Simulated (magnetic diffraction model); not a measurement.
# Sr₈CoSi₂O₁₄ below its ordering temperature

Space group C2 (no. 5), a = 19.3610 Å, b = 5.7100 Å, c = 7.3300 Å, β = 111.59°.

```
site  atom       x       y       z
  4c    Sr  0.1845  0.4959  0.2849
  4c    Sr  0.4070  0.4808  0.5399
  4c    Sr  0.3336  0.5022  0.0027
  4c    Sr  0.0210  0.5076  0.7945
  2a    Co       0  0.0015       0
  4c    Si  0.3295  0.9895  0.2993
  4c     O  0.4121  0.0249  0.4629
  4c     O  0.2348  0.6448  0.6549
  4c     O  0.4197  0.2663  0.8526
  4c     O  0.4609  0.5100  0.2398
  4c     O  0.3045  0.7063  0.2995
  4c     O  0.0786  0.2511  0.1387
  4c     O  0.3270  0.0391  0.0765
```

This is a made-up structure (elements placed in a structure type, unrelaxed), so the numbers test the method and describe no known phase.

Only Co is taken to order (form factors of Co4+); orders and moment sizes are assumed, and not adapted to the symmetry. Radiation: neutrons of λ = 2.52 Å, 5° to 45°; isotropic B of 0.39 Å² (Sr), 0.56 Å² (Co), 0.72 Å² (Si) and 0.6 Å² (O). Simulated constant-wavelength pattern: nuclear and magnetic terms add, the magnetic one as |2.695 fm × Σ f S⊥ exp(2πi Q·r) exp(−B s²)|², summed over all Q at one angle with the factor 1/(sin²θ cos θ). For collinear order S is the moment m, which repeats by lattice and centring translations R with the sign exp(−2πi k·R). Free-ion form factors, Sears's scattering lengths of 1992, no absorption; a label names one of the reflections at its angle. The strongest nuclear line in the range is 100, and lines under 0.2 are left out.

Above the ordering temperature:

```tsv
2θ (°)	index	I
16.09	(2 0 0)	2.5
21.31	(0 0 1)	16.3
21.48	(2 0 -1)	0.8
26.77	(1 1 0)	16.9
31.31	(2 0 1)	13.4
31.67	(4 0 -1)	50.6
32.49	(1 1 -1)	28.8
32.52	(4 0 0)	15.6
35.47	(3 1 0)	100.0
36.35	(1 1 1)	5.1
36.56	(3 1 -1)	11.8
40.22	(2 0 -2)	29.0
43.40	(0 0 2)	37.7
43.76	(4 0 -2)	79.3
```

Below it (cell unchanged):

```csv
2θ (°),I
10.61,276.9
15.68,59.5
16.09,2.5
21.31,16.3
21.48,0.8
22.38,13.1
26.77,16.9
27.72,86.6
29.98,62.3
30.20,4.3
30.21,36.0
31.31,13.4
31.67,50.6
32.20,27.3
32.49,28.8
32.52,15.6
34.32,35.9
35.47,100.0
36.35,5.1
36.51,16.6
36.56,11.8
37.99,1.4
39.76,19.1
39.86,39.1
40.22,29.0
41.42,9.4
41.73,32.5
43.40,37.7
43.76,79.3
44.73,23.9
```

**Question.** Find the propagation vector, then choose among these models:
A. collinear moments along [111], 4.46 μB on Co
B. collinear moments along [110], 4.46 μB on Co
C. collinear moments along [101], 4.46 μB on Co

The new lines index as (0 0 1/2) at 10.61°, (2 0 -1/2) at 15.68°, (2 0 1/2) at 22.38° and (1 1 -1/2) at 27.72°, that is as H ± k with k = (0 0 1/2). Half indices mean that the moments reverse under translations with k·R a half-integer, and the magnetic cell has twice the primitive volume.

Magnetic intensity, observed (below minus above) and for each model:

| 2θ (°) | index | observed | A | B | C |
| --- | --- | --- | --- | --- | --- |
| 10.61 | (0 0 1/2) | 276.9 | 281.2 | 323.3 | 276.9 |
| 15.68 | (2 0 -1/2) | 59.5 | 67.4 | 23.7 | 59.5 |
| 22.38 | (2 0 1/2) | 13.1 | 18.2 | 40.9 | 13.1 |
| 27.72 | (1 1 -1/2) | 86.6 | 79.9 | 76.4 | 86.6 |
| 30.21 | (2 0 -3/2) | 36.0 | 36.1 | 28.3 | 36.0 |
| 36.51 | (4 0 -3/2) | 16.6 | 17.3 | 8.8 | 16.6 |
| 37.99 | (4 0 1/2) | 1.4 | 3.3 | 9.1 | 1.4 |
| 41.73 | (3 1 -3/2) | 32.5 | 31.6 | 24.7 | 32.5 |

Model C matches.

The structure used: k = (0 0 1/2), collinear moments along [101], 4.46 μB on Co.

[Logs are printed without paths, hosts, clocks, repeated set-up lines and the standing remarks that a program may print on its own settings, such as how far it seeks lower states.]
